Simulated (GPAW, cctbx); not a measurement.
# AlZn2Cd: what bonding does to one electron reflection, worked out

AlZn2Cd, Cmcm (no. 63), a = 4.6643 Å, b = 8.8812 Å, c = 7.2638 Å, α = 90.00°, β = 90.00°, γ = 90.00°.

```
atom  mult.    x       y       z
 Cd1      4  1/2  0.4373     1/4
 Zn1      8    0  0.3594  0.5726
 Al1      4    0  0.2430     1/4
```

The start was made by putting kin elements into a known structure type; the compound need not exist, or be stable, in this form.

A DFT run (GPAW, PBE, 450 eV, 5×5×3 k-points (along the axes of the calculation cell), Fermi–Dirac width 0.05 eV) gives the static X-ray structure factor of 111 as 95.891 e for the conventional cell; superposed free atoms give 96.379 e. **Problem.** Find the Fourier component V of the crystal potential and the two-beam extinction distance at 80 kV in both cases.

## Step 1: Geometry

The cell volume is Ω = 300.90 Å³ and d(111) = 3.5899 Å, so g = 1/d = 0.2786 Å⁻¹.

## Step 2: The nuclei

Electrons feel nuclei as well as electrons, so the nuclear charges are summed with the same phases.

Phase sums Σ exp(2πi h·x), turned so that the total is real and positive: Cd +1.537, Zn +2.722, Al -3.996. Then F_Z = 48 × (+1.537) + 30 × (+2.722) + 13 × (-3.996) = 103.47 e. The electron term has the same sign for this reflection.

## Step 3: Mott–Bethe

Poisson's equation, term by term, gives V = (e/4πε₀)(F_Z − F)/(πΩg²), with e/4πε₀ = 14.3996 V Å.

The prefactor is 14.3996 × 3.5899²/(π × 300.90) = 0.19631 V per electron. Free atoms: (103.47 − 96.379) × 0.19631 = 1.391 V. Crystal: (103.47 − 95.891) × 0.19631 = 1.487 V. F changes by -0.51 % and V by +6.9 %: the same 0.49 e is measured against F_Z − F = 7.1 e in place of F = 96.4 e.

## Step 4: Extinction distance

In the two-beam case ξ = 1/(λU) with U = 2γm₀eV/h², that is ξ = 150.41 V Å²/(γλV).

At 80 kV, λ = 0.04176 Å and γ = 1.1566. Free atoms: ξ = 2238 Å. Crystal: ξ = 2094 Å. The thickness fringes go as sin²(πt/ξ), so the two patterns slip by a quarter of a period when t|1/ξ₁ − 1/ξ₀| = 1/4, at t ≈ 813 nm, thicker than usual samples. Thermal motion, absorption and many-beam coupling, left out here, change a real pattern.

## Step 5: Answer

V(111) is 1.49 V against 1.39 V, and ξ is 2094 against 2238 Å. Limits: static atoms, two beams.

[Outputs are excerpts: Python notices, other lines and further rows are left out; steps that failed or that the build refused (PBEsol, TPSS) are not shown.]

[Logs are printed without paths, hosts, clocks, repeated set-up lines and the standing remarks that a program may print on its own settings, such as how far it seeks lower states.]
